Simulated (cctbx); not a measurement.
## Be14NiSn across an absorption edge

Space group P-6m2 (no. 187), a = 4.7050 Å, b = 4.7050 Å, c = 7.6360 Å, α = 90.00°, β = 90.00°, γ = 120.00°.

| atom | mult. | x | y | z | Ueq (Å²) |
| --- | --- | --- | --- | --- | --- |
| Sn1 | 1 | 0 | 0 | 1/2 | 0.0098 |
| Ni1 | 1 | 0 | 0 | 0 | 0.0111 |
| Be1 | 2 | 2/3 | 1/3 | 0.7541 | 0.0185 |
| Be2 | 6 | 0.6677 | 0.8338 | 0.7585 | 0.0164 |
| Be3 | 3 | 0.4979 | 0.5021 | 1/2 | 0.0208 |
| Be4 | 3 | 0.4978 | 0.5022 | 0 | 0.0166 |

This is a model crystal, built by substitution and not relaxed, with assumed displacement parameters.

Calculated with cctbx: free-atom f′ and f″ from the Sasaki tables, no fine structure; amplitudes in electrons.

| E (eV) | F 2 0 1 | F 1 1 2 | F 1 1 1 | F 0 0 2 |
| --- | --- | --- | --- | --- |
| 7733 | 19.0 | 49.6 | 19.9 | 60.8 |
| 8083 | 19.8 | 48.8 | 20.6 | 60.0 |
| 8213 | 20.4 | 48.1 | 21.3 | 59.3 |
| 8273 | 21.1 | 47.5 | 21.9 | 58.6 |
| 8303 | 21.7 | 46.8 | 22.6 | 57.9 |
| 8318 | 22.4 | 46.1 | 23.3 | 57.2 |
| 8325 | 23.0 | 45.5 | 23.9 | 56.5 |
| 8329 | 23.7 | 44.8 | 24.6 | 55.8 |
| 8337 | 23.6 | 45.2 | 24.4 | 56.1 |
| 8341 | 22.8 | 45.9 | 23.6 | 56.9 |
| 8348 | 22.1 | 46.6 | 22.9 | 57.6 |
| 8363 | 21.4 | 47.3 | 22.1 | 58.4 |
| 8393 | 20.6 | 48.0 | 21.4 | 59.1 |
| 8483 | 19.6 | 49.0 | 20.4 | 60.1 |
| 8733 | 18.6 | 50.0 | 19.3 | 61.2 |

**Question.** Which edge is crossed, and why do the reflections move as they do?

The K edge of Ni. The edge is at 8333 eV. f′ of Ni falls from -3.9 e at 8213 eV to -7.5 e at 4 eV below it, and f″ steps from 0.48 to 3.91 e across it. Over that approach |F| changes by +16 % (2 0 1), -7 % (1 1 2), +15 % (1 1 1) and -6 % (0 0 2): a reflection falls where Ni scatters in phase with the total and rises where it scatters against it; it hardly moves where the Ni term is small or cancels by symmetry or lies in quadrature to the total. The f″ term interferes with the normal scattering with opposite sign for the two Friedel mates. The largest Friedel difference in the scan is 1.6 % of the mean (2 0 1, at 7733 eV).
